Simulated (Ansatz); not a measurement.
# CsHfI3 (built on the sites of a database entry of CsSnBr3): phonons and vibrational spectra, part 2 of 3

How does CsHfI3 (built on the sites of a database entry of CsSnBr3) vibrate, and is this structure a minimum?

Ansatz 0.2.0; DFT PBE, scalar-relativistic, plane waves, norm-conserving pseudopotentials.

So far. Step 4 (Relaxing to small forces for the phonons): The forces vanish by symmetry and the pressure is 0.000 GPa, within the tolerances set. The cell now holds 39.94 Å³/atom. The relaxed cell has a = 5.845 Å (conventional setting).

The structure was built from a prototype and need not be the compound's stable phase.

## (5) Linear response at the zone centre

The zone centre comes first: it holds the modes that light can see, as far as symmetry allows. No field response is asked, since the mesh shows no gap.

input.yaml reads:

```yaml
crystal:
  lattice:
    - [5.8448919929, 0.0, 0.0]
    - [0.0, 5.8448919929, 0.0]
    - [0.0, 0.0, 5.8448919929]
  atoms:
    - { symbol: Cs, position: [0.0, 0.0, 0.0] }
    - { symbol: Hf, position: [0.5, 0.5, 0.5] }
    - { symbol: I, position: [0.5, 0.0, 0.5] }
    - { symbol: I, position: [0.5, 0.5, 0.0] }
    - { symbol: I, position: [0.0, 0.5, 0.5] }
kpoints:
  mp_grid: { grid: [6, 6, 6] }
hamiltonian:
  xc: pbe
  pseudopotentials: { kind: nc }
scf:
  occupations: { method: methfessel_paxton, width: 0.2 }
output:
  eigenvalues: true
phonons:
  method: dfpt
```

Run with:

```sh
> ansatz run input.yaml --threads 8 --pin off --max-ram 14336MiB --backend cpu --events-out ev --progress --plain --runs-dir out
```

Numbers of over 12 decimals in the logs are rounded to 6 here.

Log:

```text
zone centre: on kpoints.mp_grid the ground state, and the responses unless they are solved on pairs of k-points, stand on 64 of the mesh's 216 k-points, reduced under 8 symmetry operations, with k and −k counted as one. Each operation leaves every solved displacement unchanged or reverses it
[...]
Crystal: 5 atoms, lattice volume = 199.678 Å³
Basis set: ecut = 1143 eV, 17461 PW (Γ), exchange–correlation on 144×144×144 points (8 copies of the dense FFT grid, shifted against one another)
Bands: 34, of which v1, the nominal top of the filled ones, is band 28 counted from 1 (27 counted from 0)
Symmetry: 48 space group operations
k-points: 64 of 216 (irreducible under 8 space group operations)
[...]
SCF iter   1: F=—  HF=-8938.879703 eV  |F-HF|=—  |Δ(HF+E_count)|=         —  Δρ=5.93e-2  dr2=1.81e1  ethr=3.10e-3  ⟨swp⟩=8.0  Hψ=9991  notcnv=0
[...]
SCF iter   2: F=—  HF=-8935.290043 eV  |F-HF|=—  |Δ(HF+E_count)|=    3.59e0  S|Δr|=    0.00e0  Δρ=1.43e-2  dr2=1.07e0  ethr=3.10e-3  ⟨swp⟩=10.4  Hψ=19084  notcnv=0
automatic band count: the SCF goes on with 40 bands, as 34 were too few: they end inside the smearing window of the response
SCF iter   3: F=—  HF=-8935.009810 eV  |F-HF|=—  |Δ(HF+E_count)|=   2.80e-1  S|Δr|=    0.00e0  Δρ=5.81e-3  dr2=1.97e-1  ethr=1.91e-3  ⟨swp⟩=2.9  Hψ=3556  notcnv=0  defer=30
[...]
SCF iter  13: F=-8934.951470 eV  HF=-8934.951470 eV  |F-HF|=1.09e-11  |Δ(HF+E_count)|=  2.33e-10  S|Δr|=    0.00e0  Δρ=5.99e-8  dr2=7.18e-12  ethr=1.00e-12  ⟨swp⟩=17.3  Hψ=20253  notcnv=0
SCF 1 converged in 13 iterations: F = -8934.951470 eV  dr2 = 7.18e-12
DFPT response loops at Γ: preconditioner auto → Kerker (q_TF=auto, 2.207 Å⁻¹) (partly filled bands, converged f_vac=0.036); β = 1.00, the filter's whole step (`scf.mixing.beta` (0.50) is not read by the response loops under this deck's `scf.mixing.preconditioner`; to damp them name `kerker` or `kerker_dos`, under which they read `scf.mixing.beta`, and type it under 1.00, their step now; both keys bind the ground state too); Broyden in place of MSR1
SCF converged after 13 iterations
[...]
Free energy (F): -8934.951470 eV
[...]
Internal energy: -8934.933106 eV  (E = F + TS)
E sigma→0 (E₀):  -8934.946879 eV
Entropy (-TS):   -0.018365 eV (-3.673 meV/atom)
Fermi energy:    8.191953 eV
[...]
--- Band table (eV; the first three rows and the last of 64) ---
  k-point 0: bands = [... 24 lower, 4.6069, 4.6069, 4.6069, 7.1662, 7.1662, 7.1662, 7.6961, 8.6377, ... 8 higher]
  k-point 1: bands = [... 24 lower, 4.1535, 4.5058, 4.5058, 7.1868, 7.5214, 7.5214, 7.9993, 8.6484, ... 8 higher]
  k-point 2: bands = [... 24 lower, 3.9118, 4.3894, 4.3894, 7.2296, 8.1402, 8.2303, 8.2303, 8.6620, ... 8 higher]
  k-point 63: bands = [... 24 lower, 4.9473, 4.9473, 4.9473, 9.1924, 9.1924, 9.1924, 9.6923, 9.9715, ... 8 higher]
--- Phonons (Γ-DFPT): 4 representative perturbations + reference, on 64 of 216 k-points (Σ response iterations 13) ---
  k mesh reduced under 8 symmetry operations, with k and −k counted as one. Each operation leaves every solved displacement unchanged or reverses it
  ASR residual: 1.688e-4 → 0.000e0 eV/Å²; symmetrization residual: 1.135e-4 eV/Å²
  ASR residual per site (eV/Å²): 1.48e-4 1.69e-4 1.55e-4 1.55e-4 1.55e-4
  Γ frequencies (cm⁻¹): 0.00 0.00 0.00 31.45 31.45 31.45 40.41 40.41 40.41 55.49 55.49 55.49 141.90 141.90 141.90
  non-analytic LO–TO correction: not included (Born effective charges unavailable; polar crystals: no LO–TO splitting at Γ)
```

It took 2.8 min on 8 threads of Arm Neoverse V1, shared host; peak memory 8.1 GiB.

Reading the cycles: dr2 is the Hartree energy of the density residual (eV), the measure of convergence; HF is the Harris–Foulkes estimate of the energy, which meets the free energy F at convergence.

This step gave:

```
sum-rule residual before enforcement                    : 1.69e-4 eV/Å²
point group                                             : m-3m
highest optical mode at the zone centre (no LO-TO term) : 141.9 cm⁻¹
lowest optical zone-centre mode                         : 31.45 cm⁻¹
```

Patterns of degenerate modes are one choice out of their space. Modes at Γ, with each element's share of the kinetic energy:

| mode | frequency (cm⁻¹) | symmetry | Cs % | Hf % | I % |
| --- | --- | --- | --- | --- | --- |
| 1 | 0.0 | acoustic | 19 | 26 | 55 |
| 2 | 0.0 | acoustic | 19 | 26 | 55 |
| 3 | 0.0 | acoustic | 19 | 26 | 55 |
| 4 | 31.4 | T1u | 70 | 19 | 10 |
| 5 | 31.4 | T1u | 70 | 19 | 10 |
| 6 | 31.4 | T1u | 70 | 19 | 10 |
| 7 | 40.4 | T2u | 0 | 0 | 100 |
| 8 | 40.4 | T2u | 0 | 0 | 100 |
| 9 | 40.4 | T2u | 0 | 0 | 100 |
| 10 | 55.5 | T1u | 10 | 22 | 68 |
| 11 | 55.5 | T1u | 10 | 22 | 68 |
| 12 | 55.5 | T1u | 10 | 22 | 68 |
| 13 | 141.9 | T1u | 0 | 33 | 67 |
| 14 | 141.9 | T1u | 0 | 33 | 67 |
| 15 | 141.9 | T1u | 0 | 33 | 67 |

Displacements in mode 5 (31.4 cm⁻¹), the largest set to 1:
```
Cs1  1.00 -0.02 -0.19
Hf2 -0.45  0.01  0.08
I3  -0.01  0.01  0.00
I4  -0.01  0.00  0.07
I5  -0.39  0.00  0.00
```

Displacements in mode 7 (40.4 cm⁻¹), the largest set to 1:
```
Cs1  0.00  0.00  0.00
Hf2  0.00  0.00  0.00
I3   1.00  0.00  0.02
I4  -1.00 -0.08  0.00
I5   0.00  0.08 -0.02
```

Before it was imposed, the acoustic sum rule was missed by 1.7e-4 eV/Å². Small misses are needed for a sound result but don't prove that mesh and cutoff are converged. The lowest optical mode is real, 31.4 cm⁻¹.

## (6) Phonons on a q mesh

Stability and thermal properties need the whole zone. Linear response on a 2×2×2 q mesh gives force constants as far as a supercell of that size would.

Changes to input.yaml since step 5:

```diff
@@ -22 +22,8 @@
   method: dfpt
+  qmesh: [2, 2, 2]
+  temperatures: { t_max: 1000, t_step: 50 }
+  qpath:
+    path:
+      - [[0.0, 0.0, 0.0], [0.0, 0.5, 0.0], [0.5, 0.5, 0.0], [0.0, 0.0, 0.0], [0.5, 0.5, 0.5], [0.0, 0.5, 0.0]]
+      - [[0.5, 0.5, 0.5], [0.5, 0.5, 0.0]]
+    npoints: 10
```

Log:

```text
[...]
Crystal: 5 atoms, lattice volume = 199.678 Å³
Basis set: ecut = 1143 eV, 17461 PW (Γ), exchange–correlation on 144×144×144 points (8 copies of the dense FFT grid, shifted against one another)
Bands: 34, of which v1, the nominal top of the filled ones, is band 28 counted from 1 (27 counted from 0)
Symmetry: 48 space group operations
k-points: 20 of 216
[...]
SCF iter   1: F=—  HF=-8938.879462 eV  |F-HF|=—  |Δ(HF+E_count)|=         —  Δρ=5.93e-2  dr2=1.81e1  ethr=3.10e-3  ⟨swp⟩=8.2  Hψ=3133  notcnv=0
[...]
SCF iter  13: F=-8934.951470 eV  HF=-8934.951470 eV  |F-HF|=3.64e-12  |Δ(HF+E_count)|=  2.15e-10  S|Δr|=    0.00e0  Δρ=5.62e-8  dr2=6.32e-12  ethr=1.00e-12  ⟨swp⟩=18.1  Hψ=6128  notcnv=0
SCF 1 converged in 13 iterations: F = -8934.951470 eV  dr2 = 6.32e-12
[...]
SCF iter  10: F=-8934.951470 eV  HF=-8934.951470 eV  |F-HF|=1.82e-12  |Δ(HF+E_count)|=  7.82e-11  S|Δr|=    0.00e0  Δρ=3.13e-8  dr2=1.36e-12  ethr=1.00e-12  ⟨swp⟩=4.2  Hψ=2669  notcnv=0
SCF 2 converged in 10 iterations: F = -8934.951470 eV  dr2 = 1.36e-12
phonons: the bands overlap, so this run is a metal and interpolates without the dipole-dipole term. If the crystal is really an insulator or semiconductor, its LO-TO splitting is missing
NSCF: frozen V_eff on 20 k-points
WARN: eigensolver did not converge (k=0): 1 band(s) unlocked after 2 eigensolves, warm-restarted (20 sweeps on the last) at ethr=1.31e-12 eV (storage-precision floor; scheduled 1.00e-12 eV) (lowest unlocked band 39, counted from 0; max residual 7.18e-6 eV among the unlocked bands, 7.18e-6 eV over every band; other slots of this pass that fall short are told together in one closing line; warning suppressed until the next SCF loop or pass starts)
WARN: eigensolver did not converge in 3 slots of this pass, the one above among them; of largest residual over every band (k=1): 1 band(s) unlocked (lowest unlocked band 39, counted from 0; max residual 7.55e-5 eV among the unlocked bands, 7.55e-5 eV over every band); of lowest unlocked band (k=0): band 39
[...]
DFPT response loops at q = (0, 0, 0) (fractional): preconditioner auto → Kerker (q_TF=auto, 2.207 Å⁻¹) (partly filled bands, converged f_vac=0.036); β = 1.00, the filter's whole step (`scf.mixing.beta` (0.50) is not read by the response loops under this deck's `scf.mixing.preconditioner`; to damp them name `kerker` or `kerker_dos`, under which they read `scf.mixing.beta`, and type it under 1.00, their step now; both keys bind the ground state too); Broyden in place of MSR1
[...]
SCF converged after 13 iterations
[...]
Free energy (F): -8934.951470 eV
[...]
Internal energy: -8934.933106 eV  (E = F + TS)
E sigma→0 (E₀):  -8934.946879 eV
Entropy (-TS):   -0.018365 eV (-3.673 meV/atom)
Fermi energy:    8.191953 eV
[...]
--- Band table (eV; the first three rows and the last of 20) ---
  k-point 0: bands = [... 24 lower, 4.6069, 4.6069, 4.6069, 7.1662, 7.1662, 7.1662, 7.6961, 8.6377, ... 8 higher]
  k-point 1: bands = [... 24 lower, 4.1535, 4.5058, 4.5058, 7.1868, 7.5214, 7.5214, 7.9993, 8.6484, ... 8 higher]
  k-point 2: bands = [... 24 lower, 3.9118, 4.3894, 4.3894, 7.2296, 8.1402, 8.2303, 8.2303, 8.6620, ... 8 higher]
  k-point 19: bands = [... 24 lower, 4.9473, 4.9473, 4.9473, 9.1924, 9.1924, 9.1924, 9.6923, 9.9715, ... 8 higher]
--- Phonons (Γ-DFPT): 4 representative perturbations + reference (Σ response iterations 10) ---
  ASR residual: 3.914e-4 → 0.000e0 eV/Å²; symmetrization residual: 3.480e-4 eV/Å²
  ASR residual per site (eV/Å²): 1.66e-4 9.82e-7 3.91e-4 3.91e-4 3.91e-4
[...]
--- Phonons (arbitrary-q DFPT): 4 irreducible q on the 2×2×2 mesh ---
  q = [0.0000, 0.0000, 0.0000] (star 1, of the zone-centre solve; hermiticity 1.10e-4, symmetrization 3.94e-14): 0.00 0.00 0.00 31.47 31.47 31.47 40.41 40.41 40.41 55.50 55.50 55.50 141.90 141.90 141.90
  q = [0.0000, 0.0000, -0.5000] (star 3, 9 solved perturbations in 504 linear systems a pass and spin channel, the states on 64 of 216 k-point pairs; hermiticity 1.52e-6, symmetrization 7.34e-12, the responses' own estimated error 6.9e-4 eV/Å²): 27.92 27.92 28.22 28.22 39.15 42.50 48.91 48.91 50.61 50.82 50.82 57.07 130.23 136.50 136.50
[...]
sum rule: each row above includes the acoustic sum rule's correction from the zone centre's row sums; it moved no ω² by more than (0.92 cm⁻¹)²
  mesh force constants: q→R imaginary residual 8.77e-19; ASR residual 3.914e-4 → 0.000e0 eV/Å²; symmetrization residual 7.994e-15 eV/Å²
  interpolated dispersion: 62 rows × 15 modes
  density of states and harmonic sums: on the 12×12×12 q-mesh, interpolated from the force constants of a 2×2×2 supercell (no non-analytic term)
  largest difference from the sums on the solved wave vectors: F 9.67e-2 eV, S 1.29e-4 and C_V 3.22e-5 eV/K
  zero-point energy: 0.056173 eV/cell   skipped modes (ω ≤ 0): 3   left out of the sums: 1.16e-4 of the cell's modes: C_V's classical limit lies that fraction below 3 k_B per atom; for a crystal, a wire or a layer, F and S can be off by more, and a phonons.interpolated_qmesh denser along its periods is the remedy for the sampling
```

Elapsed: 17 min, on 8 threads; peak memory 5.9 GiB.

Numbers from this step:

```
sum-rule residual before enforcement                       : 3.91e-4 eV/Å²
lowest frequency on the path                               : 0 cm⁻¹
highest frequency on the path or at a solved wavevector    : 142.5 cm⁻¹
mean frequency                                             : 60.4 cm⁻¹
Debye temperature (second moment)                          : 133 K
logarithmic mean frequency                                 : 51.1 cm⁻¹
lowest optical zone-centre mode                            : 31.47 cm⁻¹
lowest mode on the q mesh (acoustic modes at Γ apart)      : 17.18 cm⁻¹
zero-point energy per atom                                 : 11.23 meV
heat capacity at 300 K                                     : 24.7 J/(mol atoms K)
vibrational entropy at 300 K                               : 60.15 J/(mol atoms K)
edges of the widest gap between branches, on path and mesh : 67.2, 127 cm⁻¹
```

Frequencies (cm⁻¹) solved at each irreducible wavevector; negative means imaginary. Frequencies by wavevector, by row:

```
q in reciprocal lattice units  star  mode 1  mode 2  mode 3  mode 4  mode 13  mode 14  mode 15
                        0 0 0     1       0       0       0    31.5    141.9    141.9    141.9
                     0 0 -0.5     3    27.9    27.9    28.2    28.2    130.2    136.5    136.5
                  0 -0.5 -0.5     3    18.1    32.3    33.5    33.5      127    130.8    136.7
               -0.5 -0.5 -0.5     1    17.2    17.2    17.2    31.1    128.7    128.7    142.5
```

Interpolated from a 2×2×2 q mesh. Phonon branches along the path, in cm⁻¹:

| point | branch 1 | branch 2 | branch 3 | branch 4 | branch 12 | branch 13 | branch 14 | branch 15 |
| --- | --- | --- | --- | --- | --- | --- | --- | --- |
| Γ | 0 | 0 | 0 | 32 | 56 | 142 | 142 | 142 |
| halfway | 17 | 17 | 31 | 32 | 55 | 136 | 139 | 139 |
| X | 28 | 28 | 28 | 28 | 57 | 130 | 136 | 136 |
| halfway | 26 | 30 | 34 | 35 | 62 | 129 | 134 | 135 |
| M | 18 | 32 | 34 | 34 | 67 | 127 | 131 | 137 |
| halfway | 24 | 25 | 34 | 35 | 58 | 133 | 136 | 136 |
| Γ | 0 | 0 | 0 | 32 | 56 | 142 | 142 | 142 |
| halfway | 26 | 26 | 31 | 34 | 59 | 131 | 131 | 137 |
| R | 17 | 17 | 17 | 31 | 67 | 129 | 129 | 142 |
| halfway | 26 | 27 | 32 | 32 | 62 | 128 | 130 | 137 |
| X | 28 | 28 | 28 | 28 | 57 | 130 | 136 | 136 |
| jump to R | 17 | 17 | 17 | 31 | 67 | 129 | 129 | 142 |
| halfway | 18 | 28 | 28 | 32 | 67 | 128 | 128 | 139 |
| M | 18 | 32 | 34 | 34 | 67 | 127 | 131 | 137 |

Tetrahedra on a 12×12×12 mesh, mean over bins of 2 cm-1. Interpolated from a 2×2×2 q mesh. Phonon density of states against wavenumber; read off at these points:

wavenumber (cm⁻¹), phonon density of states (1/cm⁻¹/cell) and a bar:
```
      1.0      0.000 
      5.0      0.001 
      9.0      0.003 
     13.0      0.009 
     17.0      0.022 #
     21.0      0.101 #####
     25.0      0.241 ############
     27.0      0.246 ############
     31.0      0.248 ############
     33.0      0.621 ##############################
     35.0      0.449 ######################
     39.0      0.215 ##########
     43.0      0.180 #########
     47.0      0.222 ###########
     51.0      0.386 ###################
     53.0      0.525 #########################
     55.0      0.365 ##################
     59.0      0.148 #######
     63.0      0.111 #####
     67.0      0.042 ##
     71.0      0.000 
     73.0      0.000 
     77.0      0.000 
     81.0      0.000 
     85.0      0.000 
     89.0      0.000 
     93.0      0.000 
     97.0      0.000 
    101.0      0.000 
    105.0      0.000 
    109.0      0.000 
    113.0      0.000 
    117.0      0.000 
    119.0      0.000 
    123.0      0.000 
    127.0      0.080 ####
    129.0      0.309 ###############
    131.0      0.204 ##########
    135.0      0.177 #########
    137.0      0.401 ###################
    139.0      0.137 #######
    143.0      0.001
```

[end of part 2 of 3]

[Logs are printed without paths, hosts, clocks, repeated set-up lines and the standing remarks that a program may print on its own settings, such as how far it seeks lower states.]

[Hosts, paths, dates, database ids (printed as entryN), source tags and the programs' standing remarks are cut or masked in the printed files.]
